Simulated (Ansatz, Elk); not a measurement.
# Bonding as seen by X-rays: MgSn2B2

Structure refinements treat a crystal as free atoms side by side. For a made-up structure of MgSn2B2 (cell and positions from a PBEsol relaxation) the runs below show what the calculated density changes in F(hkl).

Main program and level: Elk 11.2.3 (patched build); DFT, PBE, all-electron APW+lo, Dirac cores, scalar-relativistic bands, static density, no spin.

The structure was built from a prototype and need not be the compound's stable phase.

## 1. Starting point

Symmetry: C2/m, No. 12, monoclinic system. Conventional cell: a = 6.577 Å, b = 3.803 Å, c = 6.785 Å, α = 90.00°, β = 90.32°, γ = 90.00°. Sn has 3 B at 2.27 Å nearest. Nearest to Mg lie 6 B at 2.73 to 2.74 Å. B has 3 Sn at 2.27 Å and 3 Mg at 2.73 to 2.74 Å nearest. Farther neighbours are not listed.

## 2. Ground state and structure factors

An all-electron density is needed, since X-rays see the cores too. Task 0 finds the density and task 195 Fourier-transforms it; tshift is off so that phases refer to the origin typed.

elk.in reads:

```
tasks
  0
  195

xctype
  20

spinpol
  .false.

rgkmax
  7.0

gmaxvr
  14.0

lmaxo
  7

lmaxapw
  8

swidth
  0.002

tshift
  .false.

ramdisk
  .false.

hmaxvr
  5.5

maxscl
  120

epspot
  1e-06

sppath
  './'

avec
  6.21387261078 -3.59328457013 0.07589523516
  6.21387261078 3.59328457013 0.07589523516
  -0.22899770757 0.00000000000 12.81898706009

atoms
  3
  'Sn.in'
  2
  0.6676421266 0.6676421266 0.8234685617   0.000000 0.000000 0.000000
  0.3323578734 0.3323578734 0.1765314383   0.000000 0.000000 0.000000
  'Mg.in'
  1
  0.0000000000 0.0000000000 0.5000000000   0.000000 0.000000 0.000000
  'B.in'
  2
  0.6663723862 0.6663723862 0.2597553193   0.000000 0.000000 0.000000
  0.3336276138 0.3336276138 0.7402446807   0.000000 0.000000 0.000000

ngridk
  7 7 4
```

The run is started by

```
OMP_NUM_THREADS=4 elk
```

Numbers of over 12 decimals in the logs are rounded to 6 here.

Log:

```text
┌─────────────────────────┐
│ Elk code version 11.2.3 │
└─────────────────────────┘

All units are atomic (Hartree, Bohr, etc.)

┌─────────────────────────────────────────────────┐
│ Ground-state run starting from atomic densities │
└─────────────────────────────────────────────────┘

Lattice vectors :
   6.213872611      -3.593284570      0.7589523516E-01
   6.213872611       3.593284570      0.7589523516E-01
 -0.2289977076       0.000000000       12.81898706

Reciprocal lattice vectors :
  0.5054669679     -0.8742955344      0.9029635208E-02
  0.5054669679      0.8742955344      0.9029635208E-02
 -0.5985267668E-02 -0.1775766048E-18  0.4900398655

Unit cell volume      :    572.5750375
Brillouin zone volume :   0.4332187001

Muffin-tin inner radius fraction :   0.1000000000E-01

Nuclei treated as point charges

Species : 1 (Sn)
 parameters loaded from : Sn.in
 name : tin
 nuclear charge    :   -50.00000000
 electronic charge :    50.00000000
 atomic mass :    216395.0922
 muffin-tin radius :    2.499810789
 number of radial points in muffin-tin :   1193
 inner part over the whole radius :   0.9893393438E-02
 number on inner part of muffin-tin    :    849
 approximate nuclear radius :   0.8828114845E-04
 number of mesh points to nuclear radius :    429
 atomic positions (lattice), magnetic fields (Cartesian) :
  1 :  -0.33235787 -0.33235787 -0.17653144    0.00000000  0.00000000  0.00000000
  2 :   0.33235787  0.33235787  0.17653144    0.00000000  0.00000000  0.00000000

Species : 2 (Mg)
 parameters loaded from : Mg.in
 name : magnesium
 nuclear charge    :   -12.00000000
 electronic charge :    12.00000000
 atomic mass :    44305.30466
 muffin-tin radius :    2.200000000
 number of radial points in muffin-tin :    793
 inner part over the whole radius :   0.9941530515E-02
 number on inner part of muffin-tin    :    552
 approximate nuclear radius :   0.5710277704E-04
 number of mesh points to nuclear radius :    241
 atomic positions (lattice), magnetic fields (Cartesian) :
  1 :   0.00000000  0.00000000  0.50000000    0.00000000  0.00000000  0.00000000

Species : 3 (B)
 parameters loaded from : B.in
 name : boron
 nuclear charge    :   -5.000000000
 electronic charge :    5.000000000
 atomic mass :    19707.24742
 muffin-tin radius :    1.730638238
 number of radial points in muffin-tin :    593
 inner part over the whole radius :   0.9838771454E-02
 number on inner part of muffin-tin    :    404
 approximate nuclear radius :   0.4534157419E-04
 number of mesh points to nuclear radius :    162
 atomic positions (lattice), magnetic fields (Cartesian) :
  1 :  -0.33362761 -0.33362761  0.25975532    0.00000000  0.00000000  0.00000000
  2 :   0.33362761  0.33362761 -0.25975532    0.00000000  0.00000000  0.00000000

Total number of atoms per unit cell :    5
Total muffin-tin volume :    218.8969794
 ratio of muffin-tin to unit cell volume :   0.3823026940

Spin treatment :
 spin-unpolarised

Number of Bravais lattice symmetries :    4
Number of crystal symmetries         :    4
Crystal has inversion symmetry
Real symmetric eigensolver will be used

k-point grid :      7     7     4
k-point offset :    0.000000000       0.000000000       0.000000000
k-point set is reduced with full crystal symmetry group
Total number of k-points :       60

Muffin-tin radius times maximum |G+k| :    7.000000000
 using average radius
Maximum |G+k| for APW functions       :    3.283025485
Maximum (1/2)|G+k|²                   :    5.389128167
Maximum |G| for potential and density :    14.00000000
Constant for pseudocharge density :    9
 order of it for each species :   16  16  16
 order of it for pair densities of each species (exact exchange by exxq0 0: 17) :   13  10   5
Radial integration step length :    1

G-vector grid sizes :     32    32    60
Number of G-vectors :    26447

Maximum angular momentum used for
 APW functions            :    8
 outer part of muffin-tin :    7
 inner part of muffin-tin :    2

Total nuclear charge    :   -122.0000000
[...]
electron entropic           :    -0.63314210611509E-06
 total energy                :     -12609.393565236

Density of states at Fermi energy :   0.1625662437E-01
 (states/Hartree/unit cell)

Estimated indirect band gap :   0.3350463074E-01
 from k-point 5 to k-point 35
Estimated direct band gap   :   0.6655034993E-01
 at k-point 35

Charges :
 core                        :    66.00000000
 valence                     :    56.00000000
 interstitial                :    7.824977345
 muffin-tins (core leakage)
  species : 1 (Sn)
   atom 1                    :    47.79453504     (  0.1266660559E-03)
[...]
species : 2 (Mg)
[...]
species : 3 (B)
[...]
total in muffin-tins        :    114.1750227
 total calculated charge     :    121.9992760
 total charge                :    122.0000000
 error                       :   0.7239797825E-03

RMS change in Kohn-Sham potential (target) :    2.758505802     (  0.1000000000E-05)
Absolute change in total energy (target)   :   0.4703903433     (  0.1000000000E-03)

[... loops 3 to 15 left out ...]

┌──────────────────┐
│ Loop number : 16 │
└──────────────────┘

Energies :
 Fermi                       :     0.268580
 sum of occupied eigenvalues :     -7588.2303426457
 electron kinetic            :      13260.101139590
 core electron kinetic       :      12714.656676589
 Coulomb                     :     -25512.861630751
 Coulomb potential           :     -20385.016841026
 nuclear-nuclear             :     -1199.3052058412
 electron-nuclear            :     -28265.289975019
 Hartree                     :      3951.7335501090
 Madelung                    :     -15320.353210238
 xc potential                :     -463.31464120921
 exchange                    :     -349.11935691130
 correlation                 :     -6.219752
 electron entropic           :    -0.52696919156267E-03
 total energy                :     -12608.100126822

Density of states at Fermi energy :    43.62543796
 (states/Hartree/unit cell)

Estimated indirect band gap :   0.3920091180E-03
 from k-point 1 to k-point 48
Estimated direct band gap   :   0.1648941444E-01
 at k-point 52

Charges :
 core                        :    66.00000000
 valence                     :    56.00000000
 interstitial                :    8.059390774
 muffin-tins (core leakage)
  species : 1 (Sn)
[...]
species : 2 (Mg)
[...]
species : 3 (B)
[...]
total in muffin-tins        :    113.9406092
 total calculated charge     :    121.9993532
 total charge                :    122.0000000
 error                       :   0.6468339157E-03

RMS change in Kohn-Sham potential (target) :   0.2527454339E-06 (  0.1000000000E-05)
Absolute change in total energy (target)   :   0.4834428728E-04 (  0.1000000000E-03)

Convergence targets achieved

┌──────────────────┐
│ Loop number : 17 │
└──────────────────┘

Energies :
 Fermi                       :     0.268580
 sum of occupied eigenvalues :     -7588.2303489031
 electron kinetic            :      13260.101136917
 core electron kinetic       :      12714.656670594
 Coulomb                     :     -25512.861635924
 Coulomb potential           :     -20385.016829260
 nuclear-nuclear             :     -1199.3052058412
 electron-nuclear            :     -28265.289997004
 Hartree                     :      3951.7335669212
 Madelung                    :     -15320.353221294
 xc potential                :     -463.31465656003
 exchange                    :     -349.11935712963
 correlation                 :     -6.219752
 electron entropic           :    -0.52696948413364E-03
 total energy                :     -12608.100134900

Density of states at Fermi energy :    43.62545772
 (states/Hartree/unit cell)

Estimated indirect band gap :   0.3919661855E-03
 from k-point 1 to k-point 48
Estimated direct band gap   :   0.1648942608E-01
 at k-point 52

Charges :
 core                        :    66.00000000
 valence                     :    56.00000000
 interstitial                :    8.059390754
 muffin-tins (core leakage)
  species : 1 (Sn)
[...]
species : 2 (Mg)
   atom 1                    :    10.42479171     ( -0.9828258918E-07)
  species : 3 (B)
   atom 1                    :    3.686574065     (  0.1089302949E-03)
   atom 2                    :    3.686574065     (  0.1089302949E-03)
 total in muffin-tins        :    113.9406092
 total calculated charge     :    121.9993532
 total charge                :    122.0000000
 error                       :   0.6468342062E-03

┌──────────────────────────────┐
│ Self-consistent loop stopped │
└──────────────────────────────┘

Warning : core states of species 1 leak from the muffin-tin :   0.1220942611E-03

Warning : core states of species 3 leak from the muffin-tin :   0.1089302949E-03

Wrote STATE.OUT
```

Elapsed: 40 s, on 4 threads of Intel Xeon Platinum 8375C at 2.90GHz (Ice Lake), shared host; peak memory 0.21 GiB.

SFACRHO.OUT:

```text

h k l indices transformed by vhmat matrix:
   1.000000000       0.000000000       0.000000000    
   0.000000000       1.000000000       0.000000000    
   0.000000000       0.000000000       1.000000000    

      h      k      l  multipl.   |H|            Re(F)            Im(F)           |F|

      0      0      0      1   0.0000000       122.00000     -0.22904715E-16   122.00000    
      0      0     -1      2  0.49007642       30.994289     -0.21355076E-13   30.994289    
      0      0     -2      2  0.98015283      -50.271179      0.53667045E-13   50.271179    
     -1      0      0      4   1.0099362      -36.990390      -0.0000000       36.990390    
      1      1      0      2   1.0110952      -38.323265      -0.0000000       38.323265    
      1      1     -1      2   1.1211112      -87.277414      0.35260707E-13   87.277414    
      1      0     -1      4   1.1213148       32.324749     -0.28556207E-13   32.324749    
      0     -1     -1      4   1.1238083      -87.348423      0.35633180E-13   87.348423    
     -1     -1     -1      2   1.1260935       30.994256     -0.24707327E-13   30.994256    
      1      1     -2      2   1.4042140      -19.297184      0.33025874E-13   19.297184    
      0      1     -2      4   1.4053727       90.362349     -0.65555118E-13   90.362349    
      1      0      2      4   1.4093505      -20.596631     -0.41220263E-13   20.596631    
     -1     -1     -2      2   1.4121648       90.359257     -0.67541636E-13   90.359257    
      0      0     -3      2   1.4702292      -84.212691      0.10056751E-12   84.212691    
     -1      1      0      2   1.7485911       85.456192      0.25677111E-16   85.456192    
     -2     -1      0      4   1.7505994       85.403505      0.10087790E-15   85.403505    
     -1     -1      3      2   1.7796329       36.298335      0.80205693E-13   36.298335    
      0      1     -3      4   1.7813332       19.187323     -0.30791040E-13   19.187323
```

Elk indexes on the primitive cell of elk.in and gives |H| = 4π sin θ/λ in inverse bohr. Below, one row stands for each form hkl of the conventional cell (m members, Friedel mates merged), F is for one primitive cell and the density is static (no thermal factor). Free-atom factors are Waasmaier and Kirfel's, and R is Σm||F|−|F'||/Σm|F|.

| hkl | m | sin θ/λ (Å⁻¹) | abs F, DFT | neutral atoms | diff. |
| --- | --- | --- | --- | --- | --- |
| 001 | 2 | 0.074 | 30.994 | 31.027 | -0.033 |
| 002 | 2 | 0.147 | 50.271 | 49.550 | +0.721 |
| 110 | 4 | 0.152 | 36.990 | 36.564 | +0.427 |
| 200 | 2 | 0.152 | 38.323 | 37.895 | +0.428 |
| 2 0 -1 | 2 | 0.169 | 87.277 | 87.820 | -0.542 |
| 1 1 -1 | 4 | 0.169 | 32.325 | 32.746 | -0.421 |
| 111 | 4 | 0.169 | 87.348 | 87.890 | -0.541 |
| 201 | 2 | 0.169 | 30.994 | 31.412 | -0.417 |
| 2 0 -2 | 2 | 0.211 | 19.297 | 19.373 | -0.076 |
| 1 1 -2 | 4 | 0.211 | 90.362 | 90.320 | +0.042 |
| 112 | 4 | 0.212 | 20.597 | 20.673 | -0.077 |
| 202 | 2 | 0.212 | 90.359 | 90.330 | +0.029 |
| 003 | 2 | 0.221 | 84.213 | 84.358 | -0.145 |
| 020 | 2 | 0.263 | 85.456 | 85.769 | -0.313 |

## 3. The highest occupied states alone

An energy window below the Fermi level keeps the highest occupied states, to see at which angles they scatter; shallow core shells can lie inside it and anion s states outside. No new self-consistency is needed.

elk.in, as its differences from that of step 2:

```diff
@@ -1,3 +1,2 @@
 tasks
-  0
   195
@@ -40,2 +39,5 @@
 
+wsfac
+  -0.098910 0.568580
+
 sppath
```

The run is started by

```
OMP_NUM_THREADS=4 elk
```

Log:

```text
┌─────────────────────────────────┐
│ Elk code version 11.2.3 started │
└─────────────────────────────────┘

Info(readinput): the functional depends on the density's gradient
 muffin-tin radial points multiplied by    2.00000
 (not where nrmtscf is given)

┌────────────────────┐
│ Current task : 195 │
└────────────────────┘
Info(checkmt): changed muffin-tin radius of species 1 (Sn) from   2.6000 to   2.4998
Info(checkmt): changed muffin-tin radius of species 3 (B) from   1.8000 to   1.7306

Info(sfacrho): density structure factors written to SFACRHO.OUT

 Energy window :  -0.9891000000E-01  0.5685800000

┌──────────────────┐
│ Elk code stopped │
└──────────────────┘
```

Elapsed: 7.5 s, on 4 threads; peak memory 0.16 GiB; 9.2 s of CPU time.

States within 10 eV below the Fermi level hold 14.14 electrons; any levels below the window count with the cores, and a count that is not whole means the window cuts a band. Their amplitudes can exceed the total, where window and core parts have opposite phase:

| hkl | sin θ/λ (Å⁻¹) | abs F, window | abs F, all |
| --- | --- | --- | --- |
| 001 | 0.074 | 0.528 | 30.994 |
| 002 | 0.147 | 3.834 | 50.271 |
| 110 | 0.152 | 2.110 | 36.990 |
| 200 | 0.152 | 2.120 | 38.323 |
| 2 0 -1 | 0.169 | 1.205 | 87.277 |
| 1 1 -1 | 0.169 | 1.606 | 32.325 |
| 111 | 0.169 | 1.200 | 87.348 |
| 201 | 0.169 | 1.616 | 30.994 |
| 2 0 -2 | 0.211 | 0.371 | 19.297 |
| 1 1 -2 | 0.211 | 1.116 | 90.362 |

## 4. Another functional

The difference from free atoms is small, so it is set against the change that LDA (Perdew-Wang) makes.

elk.in, as its differences from that of step 3:

```diff
@@ -1,2 +1,3 @@
 tasks
+  0
   195
@@ -4,3 +5,3 @@
 xctype
-  20
+  3
 
@@ -39,5 +40,2 @@
 
-wsfac
-  -0.098910 0.568580
-
 sppath
```

The run is started by

```
OMP_NUM_THREADS=4 elk
```

Log:

```text
┌─────────────────────────┐
│ Elk code version 11.2.3 │
└─────────────────────────┘

All units are atomic (Hartree, Bohr, etc.)

┌─────────────────────────────────────────────────┐
│ Ground-state run starting from atomic densities │
└─────────────────────────────────────────────────┘

Lattice vectors :
   6.213872611      -3.593284570      0.7589523516E-01
   6.213872611       3.593284570      0.7589523516E-01
 -0.2289977076       0.000000000       12.81898706

Reciprocal lattice vectors :
[...]
species : 3 (B)
   atom 1                    :    3.676766891     (  0.1146386048E-03)
   atom 2                    :    3.676766891     (  0.1146386048E-03)
 total in muffin-tins        :    114.0050257
 total calculated charge     :    121.9993372
 total charge                :    122.0000000
 error                       :   0.6627830153E-03

┌──────────────────────────────┐
│ Self-consistent loop stopped │
└──────────────────────────────┘

Warning : core states of species 1 leak from the muffin-tin :   0.1200641922E-03

Warning : core states of species 3 leak from the muffin-tin :   0.1146386048E-03

Wrote STATE.OUT
[key lines of the parts left out:]
total energy                :     -12596.209784904
```

It took 28 s on 4 threads; peak memory 0.17 GiB.

Against the first run R = 0.04 %; the largest change is -0.065 at 401.

## 5. Basis size

A smaller basis shows how fast F responds to it; the change is likely larger than the basis error of the first run, but doesn't show convergence.

elk.in, as its differences from that of step 4:

```diff
@@ -5,3 +5,3 @@
 xctype
-  3
+  20
 
@@ -11,3 +11,3 @@
 rgkmax
-  7.0
+  5.5
```

The run is started by

```
OMP_NUM_THREADS=4 elk
```

Log:

```text
┌─────────────────────────┐
│ Elk code version 11.2.3 │
└─────────────────────────┘

All units are atomic (Hartree, Bohr, etc.)

┌─────────────────────────────────────────────────┐
│ Ground-state run starting from atomic densities │
└─────────────────────────────────────────────────┘

Lattice vectors :
   6.213872611      -3.593284570      0.7589523516E-01
   6.213872611       3.593284570      0.7589523516E-01
 -0.2289977076       0.000000000       12.81898706

Reciprocal lattice vectors :
[...]
species : 3 (B)
   atom 1                    :    3.660701910     (  0.1084301061E-03)
   atom 2                    :    3.660701910     (  0.1084301061E-03)
 total in muffin-tins        :    113.8667418
 total calculated charge     :    121.9995132
 total charge                :    122.0000000
 error                       :   0.4868225335E-03

┌──────────────────────────────┐
│ Self-consistent loop stopped │
└──────────────────────────────┘

Warning : core states of species 1 leak from the muffin-tin :   0.1224489001E-03

Warning : core states of species 3 leak from the muffin-tin :   0.1084301061E-03

Wrote STATE.OUT
[key lines of the parts left out:]
total energy                :     -12608.036733968
```

Run time: 30 s. Hardware: 4 threads; peak memory 0.19 GiB.

Against the first run R = 0.03 %; the largest change is +0.046 at 2 2 -1.

## 6. Settings against the effect

| run | R against the first run (%) | R against neutral atoms, low angle (%) | wall time |
| --- | --- | --- | --- |
| PBE, rgkmax 7 | 0.00 | 0.43 | 40 s |
| LDA (Perdew-Wang) | 0.04 | 0.43 | 28 s |
| rgkmax 5.5 | 0.03 | 0.41 | 30 s |

## 7. Summary of results

| Quantity | Value |
| --- | --- |
| R against neutral atoms, sin θ/λ < 0.3 Å⁻¹ | 0.43 % |
| R against neutral atoms, 0.3 to 0.55 Å⁻¹ | 0.16 % |

In words: Independent neutral atoms miss the calculated amplitudes by R = 0.43 % below 0.3 Å⁻¹ and 0.16 % from there to 0.55 Å⁻¹; by shells, 0.93 % below 0.15 Å⁻¹ (2 forms), 0.40 % 0.15 to 0.3 (21 forms), 0.17 % 0.3 to 0.45 (52 forms), 0.16 % above 0.45 (74 forms). Bonding, aspherical density and the tables' own atoms all enter these figures, and the runs don't part them. The largest change of an amplitude is +0.72 electrons, at 002. The window's part falls from 14.1 electrons at the origin to at most 0.21 between 0.45 and 0.55 Å⁻¹. Below 0.3 Å⁻¹ the changes that finished (LDA (Perdew-Wang) and rgkmax 5.5) move F by R = 0.04 % at most, against the 0.43 % that separates it from free atoms. The k-mesh has no finished test. Part of the difference isn't bonding: the tables are fits to free atoms and ions calculated by other methods than this functional. Thermal motion, anomalous dispersion and extinction are left out.

[Logs are printed without paths, hosts, clocks, repeated set-up lines and the standing remarks that a program may print on its own settings, such as how far it seeks lower states.]

[Hosts, paths, dates, database ids (printed as entryN), source tags and the programs' standing remarks are cut or masked in the printed files.]
